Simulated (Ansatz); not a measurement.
# Lattice dynamics of SnO (model cell, started as CsCl type)

Aim: the vibrations of SnO (model cell, started as CsCl type), their spectra, and whether the structure is stable.

Program: Ansatz 0.2.0. Level of theory: DFT PBEsol, scalar-relativistic, plane waves, PAW. Results are calculated unless marked as measured.

The structure was built from a prototype and need not be the compound's stable phase.

## Step 1: The starting structure

The structure is cubic, space group Pm-3m (No. 221). The conventional cell has a = 3.002 Å, b = 3.002 Å, c = 3.002 Å, α = 90.00°, β = 90.00°, γ = 90.00°. Nearest to Sn lie 8 O at 2.60 Å. Nearest to O lie 8 Sn at 2.60 Å. Farther neighbours and most contacts between anions are not listed.

## Step 2: Coarse relaxation

The start is far from rest, so a relaxation with loose tolerances brings it close first.

input.yaml reads:

```yaml
crystal:
  lattice:
    - [3.00222, 0.0, 0.0]
    - [0.0, 3.00222, 0.0]
    - [0.0, 0.0, 3.00222]
  atoms:
    - { symbol: Sn, position: [0.0, 0.0, 0.0] }
    - { symbol: O, position: [0.5, 0.5, 0.5] }
kpoints:
  mp_grid: { grid: [6, 6, 6] }
hamiltonian:
  xc: pbesol
scf:
  occupations: { method: gaussian, width: 0.1 }
output:
  forces: true
  stress: true
  eigenvalues: true
relax:
  adjacent_minimum: "off"
  f_tol: 0.05
  max_steps: 80
  cell: { stress_tol: 0.5 }
```

Command:

```bash
ansatz run input.yaml --threads 4 --pin off --max-ram 7168MiB --backend cpu --events-out ev --progress --plain --runs-dir out
```

Numbers of over 12 decimals in the logs are rounded to 6 here.

The program printed:

```text
The last accepted step is kept in <dir> (removed where the run ends without a failure and the disk answers)
Engine: ansatz 0.2.0, aarch64-unknown-linux-gnu
Pseudopotentials: kind: paw
Pseudopotential: Sn, paw, valence charge 14, recommended cutoff 420 eV (normal), Sn.paw.azcp
Pseudopotential: O, paw, valence charge 6, recommended cutoff 420 eV (normal), O.paw.azcp
Functional definition: PBEsol
  exchange = pbesol_x
[...]
--- Relaxed structure (5 steps of the walk, 5 accepted, 2 SCFs on fresh bases) ---
  F+E_penalty+E_count = -6509.21243035 eV   max|allowed force component| = 7.889e-31 eV/Å   (the final SCF, on the basis selected at the relaxed cell)
  cell:  # Å, volume = 29.2844 Å³
    - [3.082328, 0, 0]
    - [0, 3.082328, 0]
    - [0, 0, 3.082328]
  atoms:
    - { symbol: Sn, position: [0, 0, 0] }
    - { symbol: O, position: [0.5, 0.5, 0.5] }
[key lines of the parts left out:]
SCF converged after 7 iterations
Free energy (F): -6509.212430 eV
Fermi energy:    11.785848 eV
P = ⅓ Tr σ = 0.0632 GPa (0.632 kbar)
```

Wall time 1.7 s (4 threads of Arm Neoverse V2, shared host); peak memory 0.28 GiB.

Step by step:

```
step  energy less that of the first step (eV)  largest force component (eV/Å)  pressure (GPa)  volume (Å³)
   1                                   0.0000                          0.0000           10.68        27.06
   2                                  -0.0037                          0.0000           -7.32        31.21
   3                                  -0.0575                          0.0000           -0.87        29.38
   4                                  -0.0587                          0.0000            0.07        29.15
  5*                                  -0.0684                          0.0000            0.58        29.15
   6                                  -0.0682                          0.0000            0.06        29.28
  7*                                  -0.0688                          0.0000            0.06        29.28
```

Relaxation steps marked * repeat the geometry before them on a plane-wave basis chosen anew for their cell, so energy and pressure can jump there.

Forces are held to the 48 operations that the run works with; a distortion that breaks them can't arise in this run.

| conventional cell, symmetrised | before | after | change |
| --- | --- | --- | --- |
| a (Å) | 3.002 | 3.082 | +2.7 % |
| b (Å) | 3.002 | 3.082 | +2.7 % |
| c (Å) | 3.002 | 3.082 | +2.7 % |
| volume (Å³/atom) | 13.53 | 14.64 | +8.2 % |

The relaxed structure:

```cif
data_structure
_symmetry_space_group_name_H-M 'P 1'
_symmetry_Int_Tables_number 1
_cell_length_a 3.0823
_cell_length_b 3.0823
_cell_length_c 3.0823
_cell_angle_alpha 90.000
_cell_angle_beta 90.000
_cell_angle_gamma 90.000
_cell_volume 29.28
loop_
_atom_site_label
_atom_site_type_symbol
_atom_site_fract_x
_atom_site_fract_y
_atom_site_fract_z
_atom_site_occupancy
Sn1 Sn 0.00000 0.00000 0.00000 1
O2 O 0.50000 0.50000 0.50000 1
```

A gap read on the k-mesh alone can miss the band edges.

This step gave:

```yaml
pressure: 0.06318 GPa
volume_per_atom: 14.64 Å³
gap_on_the_k_mesh: 0.09769 eV
direct_gap_on_mesh: 0.8519 eV
```

In this step the volume went from 13.53 to 14.64 Å³/atom.

## Step 3: Bringing the structure to rest, k-mesh 10×10×10, smearing width 0.01 eV

The cell and atoms are relaxed, since residual forces and stress would shift the frequencies.

input.yaml reads:

```yaml
crystal:
  lattice:
    - [3.0823280107, 0.0, 0.0]
    - [0.0, 3.0823280107, 0.0]
    - [0.0, 0.0, 3.0823280107]
  atoms:
    - { symbol: Sn, position: [0.0, 0.0, 0.0] }
    - { symbol: O, position: [0.5, 0.5, 0.5] }
kpoints:
  mp_grid: { grid: [10, 10, 10] }
hamiltonian:
  xc: pbesol
scf:
  occupations: { method: gaussian, width: 0.01 }
output:
  forces: true
  stress: true
  eigenvalues: true
relax:
  adjacent_minimum: "off"
  f_tol: 0.005
  max_steps: 80
  cell: { stress_tol: 0.05 }
```

The program printed:

```text
[...]
Crystal: 2 atoms, lattice volume = 29.284 Å³
Basis set: ecut = 420 eV, 587 PW (Γ), exchange–correlation on 48×48×48 points (8 copies of the dense FFT grid, shifted against one another)
Bands: 14, of which v1, the nominal top of the filled ones, is band 10 counted from 1 (9 counted from 0)
Symmetry: 48 space group operations
[...]
k-points: 56 of 1000
[...]
k-point 55: bands = [... 6 lower, 8.4388, 8.4388, 8.4388, 10.8715, 11.8177, 11.8177, 11.8177, 24.4887]
--- Relaxed structure (3 steps of the walk, 2 accepted, 1 SCFs on fresh bases) ---
[...]
cell:  # Å, volume = 29.2410 Å³
    - [3.080805, 0, 0.0]
    - [0, 3.080805, 0.0]
    - [0.0, 0.0, 3.080805]
  atoms:
    - { symbol: Sn, position: [0, 0, 0] }
    - { symbol: O, position: [0.5, 0.5, 0.5] }
[key lines of the parts left out:]
SCF converged after 8 iterations
Free energy (F): -6509.216381 eV
Fermi energy:    12.038793 eV
P = ⅓ Tr σ = -0.0086 GPa (-0.086 kbar)
```

The job ended after 1.9 s (4 threads; peak memory 0.31 GiB).

Little changed from the start: no atom moved by 0.005 Å and no cell edge by 0.1 %.

Numbers from this step:

```
pressure          : -0.008599 GPa
volume per atom   : 14.62 Å³
gap on the k-mesh : 0 eV
```

In this step the volume went from 14.64 to 14.62 Å³/atom.

## Step 4: Bringing the structure to rest, k-mesh 12×12×12, smearing width 0.1 eV

The relaxation is repeated from its end, on the mesh and smearing that suit the cell and gap now reached.

input.yaml, the sections that differ from step 3:

```yaml
crystal:
  lattice:
    - [3.0808049576, 0.0, 0.0]
    - [0.0, 3.0808049576, 0.0]
    - [0.0, 0.0, 3.0808049576]
  atoms:
    - { symbol: Sn, position: [0.0, 0.0, 0.0] }
    - { symbol: O, position: [0.5, 0.5, 0.5] }
kpoints:
  mp_grid: { grid: [12, 12, 12] }
scf:
  occupations: { method: gaussian, width: 0.1 }
output:
  forces: true
  stress: true
  eigenvalues: true
  write_density: true
  write_potential: true
  elf: true
  volumetric_format: npy
# hamiltonian, relax: as in step 3
```

The program printed:

```text
[...]
Crystal: 2 atoms, lattice volume = 29.241 Å³
Basis set: ecut = 420 eV, 587 PW (Γ), exchange–correlation on 48×48×48 points (8 copies of the dense FFT grid, shifted against one another)
Bands: 14, of which v1, the nominal top of the filled ones, is band 10 counted from 1 (9 counted from 0)
Symmetry: 48 space group operations
[...]
k-points: 84 of 1728
[...]
k-point 83: bands = [... 6 lower, 8.4399, 8.4399, 8.4399, 10.8711, 11.8175, 11.8175, 11.8175, 24.4893]
--- Relaxed structure (1 steps of the walk, 1 accepted, 1 SCFs on fresh bases) ---
[...]
cell:  # Å, volume = 29.2410 Å³
    - [3.0808049576, 0.0, 0.0]
    - [0.0, 3.0808049576, 0.0]
    - [0.0, 0.0, 3.0808049576]
  atoms:
    - { symbol: Sn, position: [0.0, 0.0, 0.0] }
    - { symbol: O, position: [0.5, 0.5, 0.5] }
[key lines of the parts left out:]
SCF converged after 7 iterations
Free energy (F): -6509.217867 eV
Fermi energy:    12.030230 eV
P = ⅓ Tr σ = -0.0247 GPa (-0.247 kbar)
```

Elapsed: 1.4 s, on 4 threads; peak memory 0.33 GiB.

Little changed from the start: no atom moved by 0.005 Å and no cell edge by 0.1 %.

This step gave:

- pressure: -0.02472 GPa

In this step the volume went from 14.62 to 14.62 Å³/atom.

## Step 5: Relaxing to small forces for the phonons

Phonons need a cell at rest on their own settings, so the relaxation is repeated with tight tolerances on forces and stress, using the mesh and the filling of the phonon run that follows.

input.yaml, the sections that differ from step 4:

```yaml
scf:
  occupations: { method: methfessel_paxton, width: 0.15 }
output:
  forces: true
  stress: true
  eigenvalues: true
relax:
  adjacent_minimum: "off"
  f_tol: 0.001
  max_steps: 60
  cell: { stress_tol: 0.01 }
# crystal, kpoints, hamiltonian: as in step 4
```

The program printed:

```text
[...]
Crystal: 2 atoms, lattice volume = 29.241 Å³
Basis set: ecut = 420 eV, 587 PW (Γ), exchange–correlation on 48×48×48 points (8 copies of the dense FFT grid, shifted against one another)
Bands: 14, of which v1, the nominal top of the filled ones, is band 10 counted from 1 (9 counted from 0)
Symmetry: 48 space group operations
[...]
k-points: 84 of 1728
[...]
k-point 83: bands = [... 6 lower, 8.4427, 8.4427, 8.4427, 10.8772, 11.8214, 11.8214, 11.8214, 24.4953]
--- Relaxed structure (3 steps of the walk, 2 accepted, 1 SCFs on fresh bases) ---
[...]
cell:  # Å, volume = 29.2339 Å³
    - [3.080555, 0, 0.0]
    - [0, 3.080555, 0.0]
    - [0.0, 0.0, 3.080555]
  atoms:
    - { symbol: Sn, position: [0, 0, 0] }
    - { symbol: O, position: [0.5, 0.5, 0.5] }
[key lines of the parts left out:]
SCF converged after 4 iterations
Free energy (F): -6509.217506 eV
Fermi energy:    12.041925 eV
P = ⅓ Tr σ = -0.0013 GPa (-0.013 kbar)
```

It took 2.1 s on 4 threads; peak memory 0.33 GiB.

Little changed from the start: no atom moved by 0.005 Å and no cell edge by 0.1 %.

Numbers from this step:

```
pressure : -0.001307 GPa
```

The forces vanish by symmetry and the pressure is -0.001 GPa, within the tolerances set. The cell now holds 14.62 Å³/atom.

## Step 6: Modes at Γ

The zone centre comes first: it holds the modes that light can see, as far as symmetry allows. No field response is asked, since the mesh shows no gap.

input.yaml, the sections that differ from step 5:

```yaml
crystal:
  lattice:
    - [3.0805550157, 0.0, 0.0]
    - [0.0, 3.0805550157, 0.0]
    - [0.0, 0.0, 3.0805550157]
  atoms:
    - { symbol: Sn, position: [0.0, 0.0, 0.0] }
    - { symbol: O, position: [0.5, 0.5, 0.5] }
output:
  eigenvalues: true
phonons:
  method: dfpt
# kpoints, hamiltonian, scf: as in step 5
# relax: removed
```

The program printed:

```text
[...]
Crystal: 2 atoms, lattice volume = 29.234 Å³
Basis set: ecut = 420 eV, 587 PW (Γ), exchange–correlation on 48×48×48 points (8 copies of the dense FFT grid, shifted against one another)
Bands: 14, of which v1, the nominal top of the filled ones, is band 10 counted from 1 (9 counted from 0)
Symmetry: 48 space group operations
k-points: 196 of 1728 (irreducible under 8 space group operations, time reversal used)
[...]
SCF iter   1: F=—  HF=-6509.226201 eV  |F-HF|=—  |Δ(HF+E_count)|=         —  Δρ=1.13e-2  dr2=3.00e-2  ethr=1.77e-3  ⟨swp⟩=5.0  Hψ=13732  notcnv=0
[...]
SCF iter   7: F=-6509.217506 eV  HF=-6509.217506 eV  |F-HF|=4.55e-12  |Δ(HF+E_count)|=  2.00e-11  S|Δr|=    0.00e0  Δρ=1.37e-7  dr2=3.74e-12  ethr=1.00e-12  ⟨swp⟩=5.7  Hψ=11475  notcnv=0
SCF 1 converged in 7 iterations: F = -6509.217506 eV  dr2 = 3.74e-12
[...]
DFPT response loops at Γ: preconditioner auto → Kerker (q_TF=auto, 2.561 Å⁻¹) (partly filled bands, converged f_vac=0.000); β = 1.00, the filter's whole step (`scf.mixing.beta` (0.50) is not read by the response loops under this deck's `scf.mixing.preconditioner`; to damp them name `kerker` or `kerker_dos`, under which they read `scf.mixing.beta`, and type it under 1.00, their step now; both keys bind the ground state too); Broyden in place of MSR1
SCF converged after 7 iterations
[...]
Free energy (F): -6509.217506 eV
[...]
Internal energy: -6509.217356 eV  (E = F + TS)
E sigma→0 (E₀):  -6509.217468 eV
Entropy (-TS):   -0.000149 eV (-0.075 meV/atom)
Fermi energy:    12.041926 eV
[...]
--- Band table (eV; the first three rows and the last of 196) ---
  k-point 0: bands = [... 6 lower, 4.4632, 9.2804, 9.2804, 9.2804, 19.9630, 19.9630, 20.2366, 20.2366]
  k-point 1: bands = [... 6 lower, 4.3587, 9.3107, 9.3291, 9.3291, 18.5207, 20.0460, 20.1909, 20.1909]
  k-point 2: bands = [... 6 lower, 4.0677, 9.4197, 9.4644, 9.4644, 16.9667, 20.0508, 20.0508, 20.2959]
  k-point 195: bands = [... 6 lower, 8.4427, 8.4427, 8.4427, 10.8772, 11.8214, 11.8214, 11.8214, 24.4953]
--- Phonons (Γ-DFPT): 2 representative perturbations + reference, on 196 of 1728 k-points (Σ response iterations 7) ---
  k mesh reduced under 8 symmetry operations, with k and −k counted as one. Each operation leaves every solved perturbation unchanged. A smaller set is not used because it would not reduce the number of displacements times k-points to solve
  ASR residual: 1.214e-4 → 0.000e0 eV/Å²; symmetrization residual: 2.303e-6 eV/Å²
  ASR residual per site (eV/Å²): 1.21e-4 8.38e-5
  Γ frequencies (cm⁻¹): -268.74 -268.74 -268.74 0.00 0.00 0.00
  non-analytic LO–TO correction: not included (Born effective charges unavailable; polar crystals: no LO–TO splitting at Γ)
```

Wall time 5.1 s (4 threads); peak memory 0.53 GiB; 18 s of CPU time.

This step gave:

| Quantity | Value |
| --- | --- |
| sum-rule residual before enforcement | 1.21e-4 eV/Å² |
| point group | m-3m |
| highest optical mode at the zone centre (no LO-TO term) | -268.7 cm⁻¹ |
| lowest optical zone-centre mode | -268.7 cm⁻¹ |

Patterns of degenerate modes are one choice out of their space. Modes at Γ, with each element's share of the kinetic energy (negative means imaginary):

```
mode  frequency (cm⁻¹)  symmetry  Sn %  O %
   1            -268.7       T1u    12   88
   2            -268.7       T1u    12   88
   3            -268.7       T1u    12   88
   4               0.0  acoustic    88   12
   5               0.0  acoustic    88   12
   6               0.0  acoustic    88   12
```

Displacements in mode 3 (-268.7 cm⁻¹), the largest set to 1:
```
Sn1  0.00  0.00 -0.13
O2   0.00  0.00  1.00
```

Before it was imposed, the acoustic sum rule was missed by 1.2e-4 eV/Å². Small misses are needed for a sound result but don't prove that mesh and cutoff are converged. The lowest optical mode is imaginary, 268.7i cm⁻¹, so the energy falls along it.

[end of part 1 of 2]

[Logs are printed without paths, hosts, clocks, repeated set-up lines and the standing remarks that a program may print on its own settings, such as how far it seeks lower states.]

[Hosts, paths, dates, database ids (printed as entryN), source tags and the programs' standing remarks are cut or masked in the printed files.]
